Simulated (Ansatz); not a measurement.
# BaTiO3, cubic perovskite: band edges under a change of volume

How fast do the gaps move when the cell is scaled evenly? The symmetry of the cell is held, so distortions that would lower it, which this phase may prefer, aren't tested.

Calculated with Ansatz 0.2.0, PBEsol, PAW files of the set soft_1, cutoff 600 eV, Fermi–Dirac smearing 0.02 eV, k-mesh 7×7×7, no spin polarisation, no spin-orbit coupling.

Reference cell, relaxed at zero pressure with PBEsol (Pm-3m): a = 3.9700 Å, b = 3.9700 Å, c = 3.9700 Å, α = 90.00°, β = 90.00°, γ = 90.00°.

```
atom       x       y       z
  Ba  0.0000  0.0000  0.0000
  Ti  0.5000  0.5000  0.5000
   O  0.5000  0.5000  0.0000
   O  0.5000  0.0000  0.5000
   O  0.0000  0.5000  0.5000
```

Levels are read on the k-mesh and along lines from Γ to X = (0, 0.5, 0), M = (0.5, 0.5, 0) and R = (0.5, 0.5, 0.5) in the reciprocal basis of this cell (the letters only name these points), and count from the highest filled level.

| ln(V/V0) | gap (eV) | direct gap at Γ (eV) |
| --- | --- | --- |
| −0.0619 | 1.933 | 1.933 |
| −0.0408 | 1.903 | 1.921 |
| 0.0000 | 1.820 | 1.891 |
| 0.0198 | 1.780 | 1.873 |
| 0.0392 | 1.739 | 1.854 |
| 0.0583 | 1.700 | 1.833 |

**Question.** Fit the direct gap at Γ and give it at ln(V/V0) = −0.0202, a row left out above.

A straight line through the 6 rows: the means are 0.002433 for ln(V/V0) and 1.8842 for the level, Σ(Δx)² = 0.01079 and ΣΔxΔy = −0.008912, so the slope is −0.008912/0.01079 = −0.8261 and the intercept 1.8842 − (−0.8261)(0.002433) = 1.8862.

The slope is the volume deformation potential of this gap, −0.83 eV, as a mean over the range. The line gives 1.903 eV. The run itself gives 1.907 eV, so the estimate misses by 0.004 eV; the fitted rows themselves lie up to 0.005 eV off the law.

The rows curve: the slope runs from −0.57 between the first two to −1.10 eV between the last two, so the line is a mean over the range.

The highest filled level changes place along the table too.

The gap is direct at Γ at ln(V/V0) = −0.0619 and indirect in the other rows. Semilocal functionals give gaps that are too small, and the error differs from valley to valley, so the order of close valleys can be wrong too.

[Logs are printed without paths, hosts, clocks, repeated set-up lines and the standing remarks that a program may print on its own settings, such as how far it seeks lower states.]
